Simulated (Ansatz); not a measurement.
# Work function of Cu(111): what the settings cost and change

Aim: the work function of Cu(111) across levels of theory at one geometry.

Main program and level: Ansatz 0.2.0; plane-wave DFT, PBE, Ansatz PAW, in the first sound run; inputs show where later runs differ.

Experimental background.

“Anisotropic work function of elemental crystals” (2019, arxiv:1902.07811) quotes from earlier work for Cu (clean (111) face, a compiled value): work function (clean (111) face, a compiled value) 4.9 eV.

## (1) The structure

The cell holds 7 atoms: 7 Cu. Its edges and angles: a = 2.553 Å, b = 2.553 Å, c = 30.505 Å, α = 90.0°, β = 90.0°, γ = 60.0°. Vacuum lies along c.

## (2) Run, setting PBE, Ansatz PAW (420 eV)

A work function rests on the faint tail of the density, so the SCF threshold is tight. PBE on the default files comes first; the next runs keep the geometry and change functional or files, each at the cutoff that its files recommend; a relaxation and, for heavy metals, spin-orbit coupling close the ladder.

File input.yaml:

```yaml
crystal:
  lattice:
    - [2.5526554801, 0.0, 0.0]
    - [1.27632774, 2.2106644929, 0.0]
    - [0.0, 0.0, 30.5054068306]
  atoms:
    - { symbol: Cu, position: [0.0, 0.0, 0.2950296664] }
    - { symbol: Cu, position: [0.3333333333, 0.3333333333, 0.3633531109] }
    - { symbol: Cu, position: [0.6666666667, 0.6666666667, 0.4316765555] }
    - { symbol: Cu, position: [0.0, 0.0, 0.5] }
    - { symbol: Cu, position: [0.3333333333, 0.3333333333, 0.5683234445] }
    - { symbol: Cu, position: [0.6666666667, 0.6666666667, 0.6366468891] }
    - { symbol: Cu, position: [0.0, 0.0, 0.7049703336] }
kpoints:
  mp_grid: { grid: [18, 18, 1] }
hamiltonian:
  xc: pbe
scf:
  occupations: { method: fermi_dirac, width: 0.1 }
  convergence: { dr2_threshold: 1.0e-09 }
efield:
  axis: 3
  dipole_correction: true
  ramp_position: 0.97
  ramp_width: 0.06
output:
  write_potential: true
  write_density: true
  volumetric_format: npy
  elf: true
```

Launch:

```
$ ansatz run input.yaml --threads 4 --pin off --max-ram 6144MiB --backend cpu --events-out ev --progress --plain --runs-dir out
```

Numbers of over 12 decimals in the logs are rounded to 6 here.

What it wrote:

```text
Engine: ansatz 0.2.0, aarch64-unknown-linux-gnu
Pseudopotentials: kind: paw
Pseudopotential: Cu, paw, valence charge 19, recommended cutoff 420 eV (normal), Cu.paw.azcp
Functional definition: PBE
  parameter kappa = 0.804
  parameter beta = 0.066725
  exchange = pbe_x(kappa = kappa, mu = beta*pi^2/3)
  correlation = pbe_c(beta = beta)
Crystal: 7 atoms, lattice volume = 172.144 Å³
Basis set: ecut = 420 eV, 3443 PW (Γ)
Bands: 80, of which v1, the nominal top of the filled ones, is band 67 counted from 1 (66 counted from 0)
Symmetry: 6 space group operations
k-points: 37 of 324 (time reversal used)
Non-local potential: Cu, projectors of the file, l = 0: 3, l = 1: 2, l = 2: 3, l = 3: 1
PAW form: soft (Blöchl's): semilocal exchange-correlation on the pseudo side does not see the compensation charge
PAW one-centre angular grid: Cu, 590 points (default); XC on 64 Gauss nodes
Initial density: superposition of atomic densities (neutral atoms: chi_scale 0, normalization atom), corrected by the library's trained network
Initial wavefunctions: pseudopotential atomic-orbital guess
Functional: x = pbe(κ = 0.804, μ = 0.219515), c = pbe(β = 0.066725)
SCF iter   1: F=—  HF=-46375.308815 eV  |F-HF|=—  |Δ(HF+E_count)|=         —  Δρ=1.26e-3  dr2=3.42e-2  ethr=1.77e-3  p=0.000 e·Å  D=1.01e-13 V/Å  ΔV_dip=-0.00 eV  dr2_dipole=4.20e-7  V_vac-E_F(+/−)=4.72/4.72 eV  ⟨swp⟩=7.7  Hψ=12131  notcnv=0  defer=68
efield: sawtooth ramp at fractional position 0.9700 (set: `efield.ramp_position`, or a place that a band, a saddle search or an elastic batch's reference lends), width 0.0600; the density the first Hamiltonian is built on has a dipole p = 0.000 e·Å; the dipole correction subtracts the counter field D = 1.01e-13 V/Å, which shifts the + side's vacuum level by -0.00 eV against the − side's; the planar-averaged density in the ramp window peaks in size at 4.7e-5 e/Å³
preconditioner: auto → LDOS  [metal: Δε(μ)=0.016 eV  Ē_g=8.868 eV  σ=0.100 eV  W_gap=0.04  n_scr=24 (ndim 8)  ℏωp=24.8 eV  f_vac=0.496  D(μ)=2.50/eV (n_scr^D=14)  β→1.0]
SCF iter   2: F=—  HF=-46375.314780 eV  |F-HF|=—  |Δ(HF+E_count)|=   5.97e-3  Δρ=3.29e-3  dr2=1.35e-2  ethr=2.57e-5  p=0.000 e·Å  D=8.71e-6 V/Å  ΔV_dip=-0.00 eV  dr2_dipole=3.34e-7  V_vac-E_F(+/−)=4.83/4.83 eV  ⟨swp⟩=2.5  Hψ=5740  notcnv=0  defer=117
SCF iter   3: F=—  HF=-46375.312397 eV  |F-HF|=—  |Δ(HF+E_count)|=   2.38e-3  Δρ=3.91e-4  dr2=4.68e-4  ethr=1.01e-5  p=0.000 e·Å  D=3.79e-6 V/Å  ΔV_dip=-0.00 eV  dr2_dipole=2.49e-7  V_vac-E_F(+/−)=4.80/4.80 eV  ⟨swp⟩=2.0  Hψ=4110  notcnv=0  defer=117
SCF iter   4: F=—  HF=-46375.312467 eV  |F-HF|=—  |Δ(HF+E_count)|=   7.05e-5  Δρ=4.38e-4  dr2=4.75e-4  ethr=3.52e-7  p=0.000 e·Å  D=1.34e-6 V/Å  ΔV_dip=-0.00 eV  dr2_dipole=4.37e-8  V_vac-E_F(+/−)=4.80/4.80 eV  ⟨swp⟩=3.0  Hψ=5216  notcnv=0  defer=117
SCF iter   5: F=—  HF=-46375.312477 eV  |F-HF|=—  |Δ(HF+E_count)|=   9.62e-6  Δρ=1.45e-4  dr2=2.86e-5  ethr=3.52e-7  p=0.000 e·Å  D=4.65e-9 V/Å  ΔV_dip=-0.00 eV  dr2_dipole=6.22e-9  V_vac-E_F(+/−)=4.81/4.81 eV  ⟨swp⟩=2.3  Hψ=4092  notcnv=0  defer=117
SCF iter   6: F=—  HF=-46375.312448 eV  |F-HF|=—  |Δ(HF+E_count)|=   2.86e-5  Δρ=6.89e-5  dr2=5.52e-6  ethr=2.15e-8  p=-0.000 e·Å  D=-2.72e-7 V/Å  ΔV_dip=0.00 eV  dr2_dipole=8.08e-10  V_vac-E_F(+/−)=4.81/4.81 eV  ⟨swp⟩=2.1  Hψ=4336  notcnv=0  defer=117
SCF iter   7: F=—  HF=-46375.312486 eV  |F-HF|=—  |Δ(HF+E_count)|=   3.80e-5  Δρ=2.04e-5  dr2=7.55e-7  ethr=4.15e-9  p=-0.000 e·Å  D=-2.35e-7 V/Å  ΔV_dip=0.00 eV  dr2_dipole=1.48e-10  V_vac-E_F(+/−)=4.81/4.81 eV  ⟨swp⟩=2.0  Hψ=4246  notcnv=0  defer=117
SCF iter   8: F=—  HF=-46375.312487 eV  |F-HF|=—  |Δ(HF+E_count)|=   1.09e-6  Δρ=2.64e-5  dr2=7.64e-7  ethr=5.68e-10  p=-0.000 e·Å  D=-1.31e-7 V/Å  ΔV_dip=0.00 eV  dr2_dipole=1.07e-13  V_vac-E_F(+/−)=4.81/4.81 eV  ⟨swp⟩=2.7  Hψ=5336  notcnv=0  defer=117
SCF iter   9: F=—  HF=-46375.312487 eV  |F-HF|=—  |Δ(HF+E_count)|=   1.16e-7  Δρ=5.98e-6  dr2=5.61e-8  ethr=5.68e-10  p=-0.000 e·Å  D=-6.98e-8 V/Å  ΔV_dip=0.00 eV  dr2_dipole=4.01e-12  V_vac-E_F(+/−)=4.81/4.81 eV  ⟨swp⟩=2.1  Hψ=4086  notcnv=0  defer=117
SCF iter  10: F=—  HF=-46375.312487 eV  |F-HF|=—  |Δ(HF+E_count)|=   4.76e-8  Δρ=2.61e-6  dr2=6.51e-9  ethr=4.22e-11  p=-0.000 e·Å  D=-3.71e-8 V/Å  ΔV_dip=0.00 eV  dr2_dipole=1.64e-12  V_vac-E_F(+/−)=4.82/4.82 eV  ⟨swp⟩=2.5  Hψ=4970  notcnv=0  defer=117
SCF iter  11: F=—  HF=-46375.312487 eV  |F-HF|=—  |Δ(HF+E_count)|=   2.32e-8  Δρ=1.34e-6  dr2=2.05e-9  ethr=4.89e-12  p=-0.000 e·Å  D=-2.93e-8 V/Å  ΔV_dip=0.00 eV  dr2_dipole=5.82e-13  V_vac-E_F(+/−)=4.82/4.82 eV  ⟨swp⟩=2.1  Hψ=4313  notcnv=0  defer=117
SCF iter  12: F=-46375.312487 eV  HF=-46375.312487 eV  |F-HF|=3.75e-9  |Δ(HF+E_count)|=   1.44e-8  Δρ=6.99e-7  dr2=5.65e-10  ethr=1.00e-12  p=-0.000 e·Å  D=-1.69e-8 V/Å  ΔV_dip=0.00 eV  dr2_dipole=1.59e-13  V_vac-E_F(+/−)=4.82/4.82 eV  ⟨swp⟩=11.6  Hψ=10738  notcnv=0
SCF 1 converged in 12 iterations: F = -46375.312487 eV  dr2 = 5.65e-10
  greatest PAW one-centre occupation: 1.000 electrons in one spin orbital (limit 2), on the Cu atom at site 6 (counted from 0), in its partial waves of l = 0
WARN: The output density's exchange-correlation potential varies sharply where the density is thin. Do not read a vacuum level from v_tot or v_xc, or from such a field of the output density. On a cell that repeats whose density bears no net charge and no dipole along the vacuum's axis use v_es (v_loc + v_h of the components); under efield.dipole_correction with no amplitude use v_es + v_field, which holds any externa [...]
SCF converged after 12 iterations
Free energy (F): -46375.312487 eV
Harris-Foulkes:  -46375.312487 eV  (|F-HF|=3.75e-9)
Internal energy: -46375.232394 eV  (E = F + TS)
E sigma→0 (E₀):  -46375.272440 eV
Entropy (-TS):   -0.080093 eV (-11.442 meV/atom)
Fermi energy:    5.593101 eV
Dipole field:    D = 0.000001 V/Å  (p = 0.000001 e·Å, saw-weighted, corrected)
Work function:   Φ+ = 4.8153 eV   Φ− = 4.8153 eV
Levels:          The Fermi level and band energies are counted from a zero that moves with the ramp; work functions are not
--- Per-component energies (eV) ---
  E_band       = -3992.461140
  E_kinetic    = 2098.603650
  E_local      = -426695.306328  (includes V_loc(G=0)·N_el)
  E_nonlocal   = 2732.618948
  E_hartree    = 210923.750533
  E_xc         = -624.885747
  E_vxc        = -806.195273  (∫ρ·V_xc dr)
  E_paw        = -11643.808680  (= ΣΔE_a)
  E_vpaw       = -3169.689367  (= ΣTr[D̂ρ^β])
  E_aug_tail   = 0.001925  (compensation charges beyond the density's cutoff)
  E_efield     = 0.000000  (sawtooth field / dipole correction)
  E_vefield    = 0.000000  (∫n·V_field dr)
  E_ewald      = 176833.793305
  E_smearing   = -0.080093  (= −TS)
  E_closure    = 0.000000  (closes the sum)
  Σ components = -46375.312487   (vs F -46375.312487, Δ=0.00e0)
--- Band table (eV; the first three rows and the last of 37) ---
  k-point 0: bands = [... 63 lower, 3.8091, 3.8091, 3.9673, 3.9673, 4.0032, 4.0032, 4.8082, 5.1528, ... 9 higher]
  k-point 1: bands = [... 63 lower, 3.8100, 3.8109, 3.8474, 3.9678, 4.0048, 4.1092, 5.0594, 5.4514, ... 9 higher]
  k-point 2: bands = [... 63 lower, 3.6725, 3.8115, 3.9690, 3.9692, 4.0093, 4.5318, 5.5781, 6.1063, ... 9 higher]
  k-point 36: bands = [... 63 lower, 8.8990, 8.9210, 8.9210, 9.0581, 9.3122, 9.3122, 9.9718, 9.9718, ... 9 higher]
```

The job ended after 49 s (4 threads of Arm Neoverse N1, shared host; peak memory 0.87 GiB).

In the SCF lines HF is the Harris–Foulkes energy and dr2 the Hartree energy of the density residual, in eV; the loop may stop once dr2 is under the threshold and the program's other checks hold. Hψ counts applications of the Hamiltonian.

Numbers from this step:

```
energy at zero smearing   : -46375.2724 eV
work function, upper face : 4.815 eV
```

Running mean over 2.084 Å of the planar mean; the ramp of the sawtooth is left out. Table of electron's electrostatic potential energy less the Fermi level by z:

```
z (Å)  electron's electrostatic potential energy less the Fermi level (eV)
    4                                                                 4.81
    5                                                                 4.81
    6                                                                 4.76
    7                                                                 4.13
    8                                                                -2.72
    9                                                                -8.52
   10                                                                -8.78
   11                                                                -8.85
   12                                                                -8.84
   13                                                                -8.83
   14                                                                -8.84
   15                                                                -8.85
   16                                                                -8.85
   17                                                                -8.84
   18                                                                -8.83
   19                                                                -8.85
   20                                                                -8.83
   21                                                                -8.72
   22                                                                -7.11
   23                                                                 2.00
   24                                                                 4.62
   25                                                                 4.80
   26                                                                 4.81
   27                                                                 4.82
```

Electrostatic potential energy in the ca plane at fractional y = 0.000, with atoms of Cu within 0.2 Å of it. With pseudopotentials it is smooth inside the atoms' cores, unlike the true potential.

Ten even steps from '0' (-47 eV) to '9' (10 eV), each cell a mean:
```
99999999999610038999999999997200279999999999
98889998889842368988899988898522589999999999
87678986689987789876789876799877899999999999
85568875579998999865688855689988999999999999
86578976679988899865689865789888999999999999
88789988889864479987899887898644699999999999
99899999999720048998999998997300389999999999
99999999999500028999999999997100179999999999
```
Columns run along c (16.0 Å, from fractional 0.34 to 0.87 of the cell; values clipped at the 3rd and 97th percentile), rows up along a (2.6 Å). Atoms in or near the plane, at fractional coordinates: Cu at (0.50, 0.00), Cu at (0.70, 0.00).

ELF in the ca plane at fractional y = 0.000, with atoms of Cu within 0.2 Å of it. It is the smooth field of the valence electrons, not physical close to the nuclei.

Ten even steps from '0' (0.00) to '9' (0.84), each cell a mean:
```
32222222232247622332222222322377311100000000
22222222222223322222222222222233211100000000
12222212222222222222222222122222222110000000
12222222212222222122222222222222222110000000
12222222212222222222222222222222222110000000
22122222222222222222122212222222211100000000
22222222222236522322222222222255211100000000
33322223332259832333222233322499311100000000
```
Columns run along c (16.0 Å, from fractional 0.34 to 0.87 of the cell), rows up along a (2.6 Å). Atoms in or near the plane, at fractional coordinates: Cu at (0.50, 0.00), Cu at (0.70, 0.00).

Valence density in the ca plane at fractional y = 0.000, with atoms of Cu within 0.2 Å of it. It is the smooth field of the valence electrons, not physical close to the nuclei.

Values in e/Å³, 5 rows by 16 columns, each cell a mean:
```
 0  0  0  0  8  8  0  0  0  0  2 14  0  0  0  0
 1  0  1  0  1  1  0  1  0  1  0  1  0  0  0  0
 1  0  1  1  0  0  1  1  0  1  0  0  0  0  0  0
 0  0  0  0  2  2  0  0  0  0  1  3  0  0  0  0
 0  0  0  0 15 15  0  0  0  0  4 26  0  0  0  0
```
Columns run along c (16.0 Å, from fractional 0.34 to 0.87 of the cell), rows up along a (2.6 Å). Atoms in or near the plane, at fractional coordinates: Cu at (0.50, 0.00), Cu at (0.70, 0.00).

The work function is 4.815 eV.

## (3) Slab

This step: plane-wave DFT, LDA, Ansatz PAW (Ansatz 0.2.0).

Edit input.yaml of step 2 so:

```diff
@@ -16,3 +16,3 @@
 hamiltonian:
-  xc: pbe
+  xc: lda
 scf:
@@ -29,2 +29 @@
   volumetric_format: npy
-  elf: true
```

What it wrote:

```text
[...]
Crystal: 7 atoms, lattice volume = 172.144 Å³
Basis set: ecut = 420 eV, 3443 PW (Γ)
Bands: 80, of which v1, the nominal top of the filled ones, is band 67 counted from 1 (66 counted from 0)
Symmetry: 6 space group operations
k-points: 37 of 324 (time reversal used)
[...]
k-point 0: bands = [... 63 lower, 3.3929, 3.3929, 3.5529, 3.5529, 3.5889, 3.5889, 4.4240, 4.7821, ... 9 higher]
  k-point 1: bands = [... 63 lower, 3.3938, 3.3995, 3.4358, 3.5534, 3.5905, 3.7002, 4.6715, 5.0774, ... 9 higher]
  k-point 2: bands = [... 63 lower, 3.2598, 3.3955, 3.5547, 3.5566, 3.5950, 4.1255, 5.1870, 5.7305, ... 9 higher]
  k-point 36: bands = [... 63 lower, 8.5001, 8.5236, 8.5236, 8.6707, 8.9240, 8.9240, 9.5595, 9.5595, ... 9 higher]
[key lines of the parts left out:]
SCF converged after 13 iterations
Free energy (F): -45888.537781 eV
Fermi energy:    5.192717 eV
Dipole field:    D = -0.000001 V/Å  (p = -0.000001 e·Å, saw-weighted, corrected)
Work function:   Φ+ = 5.1718 eV   Φ− = 5.1718 eV
```

Elapsed: 52 s, on 4 threads; peak memory 0.84 GiB; 2.8 min of CPU time.

The work function is 5.172 eV, +0.357 eV from the run “PBE, Ansatz PAW (420 eV)”, at 1.1 times its CPU time.

## (4) Slab

This step: plane-wave DFT, PBEsol, Ansatz PAW (Ansatz 0.2.0).

Edit input.yaml of step 3 so:

```diff
@@ -16,3 +16,3 @@
 hamiltonian:
-  xc: lda
+  xc: pbesol
 scf:
```

What it wrote:

```text
[...]
Crystal: 7 atoms, lattice volume = 172.144 Å³
Basis set: ecut = 420 eV, 3443 PW (Γ)
Bands: 80, of which v1, the nominal top of the filled ones, is band 67 counted from 1 (66 counted from 0)
Symmetry: 6 space group operations
k-points: 37 of 324 (time reversal used)
[...]
k-point 0: bands = [... 63 lower, 3.6691, 3.6691, 3.8272, 3.8272, 3.8640, 3.8640, 4.6527, 4.9910, ... 9 higher]
  k-point 1: bands = [... 63 lower, 3.6682, 3.6700, 3.7066, 3.8278, 3.8657, 3.9651, 4.9061, 5.2922, ... 9 higher]
  k-point 2: bands = [... 63 lower, 3.5320, 3.6717, 3.8279, 3.8292, 3.8703, 4.3846, 5.4260, 5.9494, ... 9 higher]
  k-point 36: bands = [... 63 lower, 8.7314, 8.7536, 8.7536, 8.8908, 9.1445, 9.1445, 9.7996, 9.7996, ... 9 higher]
[key lines of the parts left out:]
SCF converged after 13 iterations
Free energy (F): -46120.207423 eV
Fermi energy:    5.434988 eV
Dipole field:    D = -0.000001 V/Å  (p = -0.000001 e·Å, saw-weighted, corrected)
Work function:   Φ+ = 4.9395 eV   Φ− = 4.9395 eV
```

Wall time 54 s (4 threads); peak memory 0.86 GiB.

The work function is 4.939 eV, +0.124 eV from the run “PBE, Ansatz PAW (420 eV)”, at 1.1 times its CPU time.

## (5) Slab

This step: plane-wave DFT, RPBE, Ansatz PAW (Ansatz 0.2.0).

Edit input.yaml of step 4 so:

```diff
@@ -16,3 +16,3 @@
 hamiltonian:
-  xc: pbesol
+  xc: rpbe
 scf:
```

What it wrote:

```text
[...]
Crystal: 7 atoms, lattice volume = 172.144 Å³
Basis set: ecut = 420 eV, 3443 PW (Γ)
Bands: 80, of which v1, the nominal top of the filled ones, is band 67 counted from 1 (66 counted from 0)
Symmetry: 6 space group operations
k-points: 37 of 324 (time reversal used)
[...]
k-point 0: bands = [... 63 lower, 3.9678, 3.9678, 4.1240, 4.1240, 4.1608, 4.1608, 4.9715, 5.3114, ... 9 higher]
  k-point 1: bands = [... 63 lower, 3.9683, 3.9686, 4.0064, 4.1246, 4.1624, 4.2701, 5.2218, 5.6092, ... 9 higher]
  k-point 2: bands = [... 63 lower, 3.8329, 3.9702, 4.1259, 4.1303, 4.1671, 4.6933, 5.7403, 6.2631, ... 9 higher]
  k-point 36: bands = [... 63 lower, 9.0642, 9.0856, 9.0856, 9.2181, 9.4716, 9.4716, 10.1412, 10.1412, ... 9 higher]
[key lines of the parts left out:]
SCF converged after 11 iterations
Free energy (F): -46411.735601 eV
Fermi energy:    5.754954 eV
Dipole field:    D = -0.000000 V/Å  (p = -0.000000 e·Å, saw-weighted, corrected)
Work function:   Φ+ = 4.6450 eV   Φ− = 4.6450 eV
```

Wall time 51 s (4 threads); peak memory 0.86 GiB.

The work function is 4.645 eV, -0.170 eV from the run “PBE, Ansatz PAW (420 eV)”, at 0.99 times its CPU time.

## (6) Run

This step: plane-wave DFT, r2SCAN, Ansatz PAW (Ansatz 0.2.0).

Edit input.yaml of step 5 so:

```diff
@@ -16,3 +16,3 @@
 hamiltonian:
-  xc: rpbe
+  xc: r2scan
 scf:
```

What it wrote:

```text
[...]
Crystal: 7 atoms, lattice volume = 172.144 Å³
Basis set: ecut = 500 eV, 4395 PW (Γ), exchange–correlation on 80×80×900 points (64 copies of the dense FFT grid, shifted against one another)
Bands: 80, of which v1, the nominal top of the filled ones, is band 67 counted from 1 (66 counted from 0)
Symmetry: 6 space group operations
[...]
k-point 0: bands = [... 63 lower, 3.5898, 3.5898, 3.7458, 3.7458, 3.7851, 3.7851, 4.6844, 5.0377, ... 9 higher]
  k-point 1: bands = [... 63 lower, 3.5905, 3.5920, 3.6333, 3.7464, 3.7868, 3.9181, 4.9362, 5.3384, ... 9 higher]
  k-point 2: bands = [... 63 lower, 3.4565, 3.5917, 3.7477, 3.7676, 3.7916, 4.3632, 5.4695, 6.0098, ... 9 higher]
  k-point 36: bands = [... 63 lower, 8.9338, 8.9531, 8.9531, 9.0813, 9.3421, 9.3421, 10.0491, 10.0491, ... 9 higher]
[key lines of the parts left out:]
SCF converged after 18 iterations
Free energy (F): -46417.544105 eV
Fermi energy:    5.474576 eV
Dipole field:    D = 0.000000 V/Å  (p = 0.000000 e·Å, saw-weighted, corrected)
Work function:   Φ+ = 4.8478 eV   Φ− = 4.8478 eV
```

Elapsed: 2.5 min, on 4 threads; peak memory 1.3 GiB; 7.9 min of CPU time.

The work function is 4.848 eV, +0.033 eV from the run “PBE, Ansatz PAW (420 eV)”, at 3.0 times its CPU time.

## (7) Run

This step: plane-wave DFT, PBE, JTH PAW (Ansatz 0.2.0).

Edit input.yaml of step 6 so:

```diff
@@ -16,3 +16,4 @@
 hamiltonian:
-  xc: r2scan
+  xc: pbe
+  pseudopotentials: { kind: paw, source: jth }
 scf:
```

What it wrote:

```text
[...]
k-point 0: bands = [... 63 lower, 5.2682, 5.2682, 5.4255, 5.4255, 5.4616, 5.4616, 6.2619, 6.6014, ... 9 higher]
  k-point 1: bands = [... 63 lower, 5.2690, 5.2691, 5.3061, 5.4260, 5.4632, 5.5671, 6.5133, 6.9003, ... 9 higher]
  k-point 2: bands = [... 63 lower, 5.1321, 5.2706, 5.4273, 5.4282, 5.4677, 5.9888, 7.0322, 7.5551, ... 9 higher]
  k-point 36: bands = [... 63 lower, 10.3543, 10.3764, 10.3764, 10.5090, 10.7641, 10.7641, 11.4275, 11.4275, ... 9 higher]
[key lines of the parts left out:]
SCF converged after 12 iterations
Free energy (F): -46370.260766 eV
Fermi energy:    7.046740 eV
Dipole field:    D = 0.000004 V/Å  (p = 0.000004 e·Å, saw-weighted, corrected)
Work function:   Φ+ = 4.8185 eV   Φ− = 4.8186 eV
```

The job ended after 4.4 min (4 threads; peak memory 3.6 GiB; 15 min of CPU time).

The work function is 4.818 eV, +0.003 eV from the run “PBE, Ansatz PAW (420 eV)”, at 5.7 times its CPU time.

[end of part 1 of 2]

[Logs are printed without paths, hosts, clocks, repeated set-up lines and the standing remarks that a program may print on its own settings, such as how far it seeks lower states.]

[Hosts, paths, dates, database ids (printed as entryN), source tags and the programs' standing remarks are cut or masked in the printed files.]

[Maps of the electrostatic potential energy from Ansatz leave out the sawtooth potential of an applied field or a dipole correction, so their vacuum need not be flat; planar profiles and work functions include it.]
